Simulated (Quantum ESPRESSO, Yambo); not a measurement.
# CsGeCl3 (R3m): the gap under hydrostatic strain, part 2 of 2

Aim: the gap of CsGeCl3 (R3m) under hydrostatic strain, by LDA and G0W0.

Quantum ESPRESSO 7.5 and Yambo 5.3.0; LDA and many-body steps on it, plane waves. Known limits of the many-body steps: not at the basis limit; no spin-orbit coupling.

So far. Step 6 (G0W0, strain -1 %): The gap on the mesh goes from 1.88 eV to 3.42 eV, a correction of +1.54 eV.

## Step 7: G0W0, strain +1 %

Level of this step: G0W0 on LDA, plane waves, norm-conserving pseudopotentials (Yambo).

The cell differs from the one that the last finished run ended in (a 5.407 → 5.517 Å, b 5.407 → 5.517 Å, c 5.407 → 5.517 Å).

The input, gw3.in:

```
HF_and_locXC
gw0
dyson
ppa
em1d
rim_cut
RandQpts= 1000000
RandGvec= 1 RL
EXXRLvcs= 116 Ry
VXCRLvcs= 464 Ry
Chimod= "HARTREE"
% BndsRnXp
 1 | 137 |
%
NGsBlkXp= 353 RL
% LongDrXp
 1 | 1 | 1 |
%
% GbndRnge
 1 | 137 |
%
DysSolver= "n"
ExtendOut
PPAPntXp= 27.21138 eV
% QPkrange
 13 | 13 | 25 | 28 |
 1 | 1 | 25 | 28 |
%
```

The run is started by

```sh
OMP_NUM_THREADS=1 mpirun -n 8 yambo -F gw3.in -J gw3 -C gw3 > gw3.log
```

The log of the run:

```text
 Yambo, version 5.3.0

 [02] CORE Variables Setup
 =========================

  [... cell, symmetries and grids as in the set-up ...]

  [02.05] Energies & Occupations
  ==============================

  [X] === General ===
  [X] Electronic Temperature                        :  0.000000  0.000000 [eV K]
  [X] Bosonic    Temperature                        :  0.000000  0.000000 [eV K]
  [X] Finite Temperature mode                       : no
  [X] El. density                                   :  0.30978E+24 [cm-3]
[...]
Sx RL components                                 :  23859

   QP @ state[ 1 ] K range                          :  1  1
   QP @ state[ 1 ] b range                          :  25  28
   QP @ state[ 2 ] K range                          :  13  13
   QP @ state[ 2 ] b range                          :  25  28
   GF energies kind                                 : Slater exchange(X)+Perdew & Wang(C)
   GF WF`s kind                                     : Slater exchange(X)+Perdew & Wang(C)
   Xs energies kind                                 : Slater exchange(X)+Perdew & Wang(C)
   Xs WF`s kind                                     : Slater exchange(X)+Perdew & Wang(C)

 [11] Game Over & Game summary
```

Run time: 11 min. Hardware: 8 MPI ranks of Arm Neoverse V2, shared host; peak memory 12 GiB.

This step gave:

- G0W0 gap on the points computed: 3.713 eV
- starting gap on the mesh: 2.061 eV
- k of the valence top: -0.5, -0.5, -0.5
- k of the conduction bottom: -0.5, -0.5, -0.5
- least direct G0W0 gap on the computed points: 3.713 eV

The gap on the mesh goes from 2.06 eV to 3.71 eV, a correction of +1.65 eV.

Again on this cell's own states.

## Step 8: G0W0, strain -2 %

The cell differs from the one that the last finished run ended in (a 5.517 → 5.353 Å, b 5.517 → 5.353 Å, c 5.517 → 5.353 Å).

gw4.in is the same as gw3.in of step 7.

The run is started by

```sh
OMP_NUM_THREADS=1 mpirun -n 8 yambo -F gw4.in -J gw4 -C gw4 > gw4.log
```

The log of the run:

```text
 Yambo, version 5.3.0

 [02] CORE Variables Setup
 =========================

  [... cell, symmetries and grids as in the set-up ...]

  [02.05] Energies & Occupations
  ==============================

  [X] === General ===
  [X] Electronic Temperature                        :  0.000000  0.000000 [eV K]
  [X] Bosonic    Temperature                        :  0.000000  0.000000 [eV K]
  [X] Finite Temperature mode                       : no
  [X] El. density                                   :  0.33911E+24 [cm-3]
[...]
Sx RL components                                 :  21891

   QP @ state[ 1 ] K range                          :  1  1
   QP @ state[ 1 ] b range                          :  25  28
   QP @ state[ 2 ] K range                          :  13  13
   QP @ state[ 2 ] b range                          :  25  28
   GF energies kind                                 : Slater exchange(X)+Perdew & Wang(C)
   GF WF`s kind                                     : Slater exchange(X)+Perdew & Wang(C)
   Xs energies kind                                 : Slater exchange(X)+Perdew & Wang(C)
   Xs WF`s kind                                     : Slater exchange(X)+Perdew & Wang(C)

 [11] Game Over & Game summary
```

Elapsed: 9.8 min, on 8 MPI ranks; peak memory 11 GiB; 79 min of CPU time.

This step gave:

```yaml
g0w0_gap_on_the_points_computed: 3.265 eV
starting_gap_on_the_mesh: 1.772 eV
k_of_the_valence_top: -0.5, -0.5, -0.5
k_of_the_conduction_bottom: -0.5, -0.5, -0.5
least_direct_g0w0_gap_on_the_computed_points: 3.265 eV
```

The gap on the mesh goes from 1.77 eV to 3.27 eV, a correction of +1.49 eV.

Again on this cell's own states.

## Step 9: G0W0, strain +2 %

The cell differs from the one that the last finished run ended in (a 5.353 → 5.571 Å, b 5.353 → 5.571 Å, c 5.353 → 5.571 Å).

gw5.in is the same as gw4.in of step 8.

The run is started by

```sh
OMP_NUM_THREADS=1 mpirun -n 8 yambo -F gw5.in -J gw5 -C gw5 > gw5.log
```

The log of the run:

```text
 Yambo, version 5.3.0

 [02] CORE Variables Setup
 =========================

  [... cell, symmetries and grids as in the set-up ...]

  [02.05] Energies & Occupations
  ==============================

  [X] === General ===
  [X] Electronic Temperature                        :  0.000000  0.000000 [eV K]
  [X] Bosonic    Temperature                        :  0.000000  0.000000 [eV K]
  [X] Finite Temperature mode                       : no
  [X] El. density                                   :  0.30076E+24 [cm-3]
[...]
Sx RL components                                 :  24591

   QP @ state[ 1 ] K range                          :  1  1
   QP @ state[ 1 ] b range                          :  25  28
   QP @ state[ 2 ] K range                          :  13  13
   QP @ state[ 2 ] b range                          :  25  28
   GF energies kind                                 : Slater exchange(X)+Perdew & Wang(C)
   GF WF`s kind                                     : Slater exchange(X)+Perdew & Wang(C)
   Xs energies kind                                 : Slater exchange(X)+Perdew & Wang(C)
   Xs WF`s kind                                     : Slater exchange(X)+Perdew & Wang(C)

 [11] Game Over & Game summary
```

Elapsed: 9.9 min, on 8 MPI ranks; peak memory 12 GiB.

This step gave:

| Item | Value |
| --- | --- |
| G0W0 gap on the points computed | 3.851 eV |
| starting gap on the mesh | 2.126 eV |
| k of the valence top | -0.5, -0.5, -0.5 |
| k of the conduction bottom | -0.5, -0.5, -0.5 |
| least direct G0W0 gap on the computed points | 3.851 eV |

The gap on the mesh goes from 2.13 eV to 3.85 eV, a correction of +1.73 eV.

Again on this cell's own states.

## Step 10: The series

One mesh (4×4×4), Godby-Needs plasmon pole, 137 bands in every cell; hydrostatic strain per length. Fractional positions are the same in all cells, though this structure has free coordinates, so these are clamped-ion slopes.

```csv
strain (%),LDA gap (eV),G0W0 gap (eV),least direct G0W0 gap (eV),G0W0 edges
-2,1.772,3.265,3.265,"(-0.500, -0.500, -0.500) to (-0.500, -0.500, -0.500)"
-1,1.876,3.420,3.420,"(-0.500, -0.500, -0.500) to (-0.500, -0.500, -0.500)"
+0,1.977,3.570,3.570,"(-0.500, -0.500, -0.500) to (-0.500, -0.500, -0.500)"
+1,2.061,3.713,3.713,"(-0.500, -0.500, -0.500) to (-0.500, -0.500, -0.500)"
+2,2.126,3.851,3.851,"(-0.500, -0.500, -0.500) to (-0.500, -0.500, -0.500)"
```

## Step 11: Summary of results

```json
{
  "slope under compression": "+102 (LDA) and +152 (G0W0) meV per %",
  "slope under tension": "+74 (LDA) and +140 (G0W0) meV per %",
  "ions": "clamped: fractional positions held",
  "GW settings, unstrained cell": "4×4×4 mesh, 137 bands",
  "known limits": "not at the basis limit; no spin-orbit coupling"
}
```

**Reading.** On the side of compression the slopes of gap against strain are +102 (LDA) and +152 (G0W0) meV per %. On the side of tension the slopes of gap against strain are +74 (LDA) and +140 (G0W0) meV per %. One line through all points gives volume deformation potentials of 2.97 eV (LDA) and 4.88 eV (G0W0). Gaps are read on the mesh, so a valley between its points is missed. Bands and cutoff are finite, so the gap is not at the basis limit. The miss can reach some tenths of an eV and take either sign; the mesh is an error of its own. In the G0W0 run levels were corrected at 2 k points alone, so a gap called «on the mesh» is the least over those, and an edge elsewhere would be missed. The many-body steps are scalar-relativistic: spin-orbit coupling is not in them.

[Paths, hosts, dates, memory and timing lines, banners, echoed tables and standing remarks are left out of the program output.]

[Logs are printed without paths, hosts, clocks, repeated set-up lines and the standing remarks that a program may print on its own settings, such as how far it seeks lower states.]

[Runs of the session that timed out or met a known fault of the program may be left out.]

[Hosts, paths, dates, database ids (printed as entryN), source tags and the programs' standing remarks are cut or masked in the printed files.]
